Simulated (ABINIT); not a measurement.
Planning a run of ABINIT 10.8.3 on CaO (Fm-3m). The input:

```
acell 3*1.0 Angstrom
rprim 
  -0.000000000000 2.403555696000 2.403555696000
  2.403555696000 -0.000000000000 2.403555696000
  2.403555696000 2.403555696000 -0.000000000000
ntypat 2
znucl 20 8
natom 2
typat 1 2
xred 
  0.000000000000 0.000000000000 0.000000000000
  0.500000000000 0.500000000000 0.500000000000
pp_dirpath "pseudos"
pseudos "Ca.upf, O.upf"
ecut 36
ngkpt 4 4 4
nshiftk 1
shiftk 0 0 0
kptopt 1
chksymbreak 0
istwfk *1
occopt 1
irdwfk 1
optdriver 4
nband 41
gwcalctyp 10
ecutsigx 36
symsigma 1
nkptgw 8
kptgw 
  0.0000000000 0.0000000000 0.0000000000
  0.2500000000 0.0000000000 0.0000000000
  0.5000000000 0.0000000000 0.0000000000
  0.2500000000 0.2500000000 0.0000000000
  0.5000000000 0.2500000000 0.0000000000
  -0.2500000000 0.2500000000 0.0000000000
  0.5000000000 0.5000000000 0.0000000000
  -0.2500000000 0.5000000000 0.2500000000
bdgw 
  1 14
  1 14
  1 14
  1 14
  1 14
  1 14
  1 14
  1 14
ecuteps 4.8
irdscr 1
ppmodel 1
irdqps 1
indata_prefix "in"
outdata_prefix "out"
tmpdata_prefix "tmp"
```

```sh
OMP_NUM_THREADS=1 mpirun -n 4 abinit run.abi > log
```

Question: Estimate wall time and host memory on 4 MPI ranks of Arm Neoverse V1, shared host.

It took 23 s; on shared hardware allow 11 s to 45 s. Peak host memory was 0.78 GiB.

[Paths, hosts, dates, memory and timing lines, banners, echoed tables and standing remarks are left out of the program output.]

[Logs are printed without paths, hosts, clocks, repeated set-up lines and the standing remarks that a program may print on its own settings, such as how far it seeks lower states.]

[Runs of the session that timed out or met a known fault of the program may be left out.]

[Hosts, paths, dates, database ids (printed as entryN), source tags and the programs' standing remarks are cut or masked in the printed files.]

[G0W0 gaps are taken among the corrected bands and points alone; a level outside them can change the order at an edge.]

[Where Ansatz stands beside ABINIT at settings called matched, ABINIT's density can come from a denser mesh and the files from another edition; pairs whose starting gaps differed by over 0.03 eV were left out, so agreement reads better than it is.]
